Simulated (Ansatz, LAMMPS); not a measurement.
**What do other settings change for ionic liquid triethylsulfonium TFSI- with water at 300 K (120 atoms)?**

Density of this cell: 1.38 g/cm³. The cell holds 120 atoms: 24 C, 9 S, 51 H, 3 N, 15 O and 18 F. Its edges and angles: a = 11.473 Å, b = 11.473 Å, c = 11.473 Å, α = 90.0°, β = 90.0°, γ = 90.0°. 3 triethylsulfonium, 3 TFSI-, 3 H2O placed at random, at 1.38 g/cm³; overlaps pushed apart, then 10 ps at 700 K with MMFF94 bonds, angles, torsions, charges and radii (Halgren, J. Comput. Chem. 17, 490 (1996)) in harmonic and 12-6 forms; SPC/E water (Berendsen, Grigera and Straatsma, J. Phys. Chem. 91, 6269 (1987)); charges of ions scaled by 0.8. Snapshot after 30 ps at 300 K and fixed volume.

Geometry: as built.

Reference run: Kohn-Sham DFT, PBE+D4, PAW (set soft_2), plane waves (Ansatz 0.2.0), cutoff 750 eV, Γ point, fixed occupations.

* r.m.s. force component: 1.037 eV/Å
* gap (highest filled to lowest empty level): 2.987 eV
* SCF cycles: 11
* time: 7 s on 8 threads of Intel Xeon 6975P-C (Granite Rapids), shared host

**Question.** The same geometry is run again with each of these changes. How far do the results move, and how long does each run take?
- support functions medium
- support functions low
- support functions high
- support functions medium, radius 3.47 Å
- support functions medium, radius 3.75 Å
- support functions medium, radius 4.0 Å
- support functions medium, radius 4.29 Å
- support functions medium, radius 4.83 Å
- support functions medium, radius 5.36 Å

Each row is set against the run with plane waves at 750 eV (Kohn-Sham DFT, PBE+D4, PAW (set soft_2), plane waves; r.m.s. force component 1.04 eV/Å). Energies are set beside the reference only for runs with its functional, potentials and electron count. Times are for 8 threads of Intel Xeon 6975P-C (Granite Rapids), shared host.

```csv
run,"Δ force, r.m.s. (meV/Å)",share of r.m.s. force (%),Δ energy (meV/atom),Δ gap (eV),cycles,time,host memory (GiB)
reference,-,-,-,-,11,7 s,3.9
support functions medium,0.803,0.0774,-0.749,5.0e-4,15,45 s,4.7
support functions low,0.839,0.0809,-0.747,0.0013,14,41 s,4.5
support functions high,0.737,0.0711,-0.812,-1.0e-4,20,3.7 min,12
"support functions medium, radius 3.47 Å",0.834,0.0804,-0.749,4.0e-4,15,44 s,4.5
"support functions medium, radius 3.75 Å",0.855,0.0824,-0.749,-0.001,15,47 s,5.0
"support functions medium, radius 4.0 Å",0.845,0.0815,-0.749,-0.0014,15,59 s,5.4
"support functions medium, radius 4.29 Å",0.85,0.082,-0.749,-0.0017,15,68 s,6.0
"support functions medium, radius 4.83 Å",0.76,0.0733,-0.749,-0.0017,16,1.8 min,7.5
"support functions medium, radius 5.36 Å",0.775,0.0748,-0.749,-0.002,16,2.7 min,9.5
```

Among numerical settings the force difference runs from 0.74 meV/Å (support functions high) to 0.85 meV/Å (support functions medium, radius 3.75 Å). At 120 atoms the fastest of the runs at a preset level, support functions low, takes 5.8 times the time of plane waves, in 14 SCF cycles against 11. Differences between support functions and plane waves include what basis error the plane-wave run still has. As the radius goes from 3.47 to 5.36 Å, the force difference goes from 0.83 to 0.78 meV/Å (not steadily; the least is 0.76 at 4.83 Å), and the time from 44 s to 2.7 min. 

[Logs are printed without paths, hosts, clocks, repeated set-up lines and the standing remarks that a program may print on its own settings, such as how far it seeks lower states.]

[Hosts, paths, dates, database ids (printed as entryN), source tags and the programs' standing remarks are cut or masked in the printed files.]

[The MMFF94 radii named for the starting cell were scaled by 0.96; in molecules described by MMFF94, hydrogen bound to N, O or S took a small fixed 12-6 site in their place.]
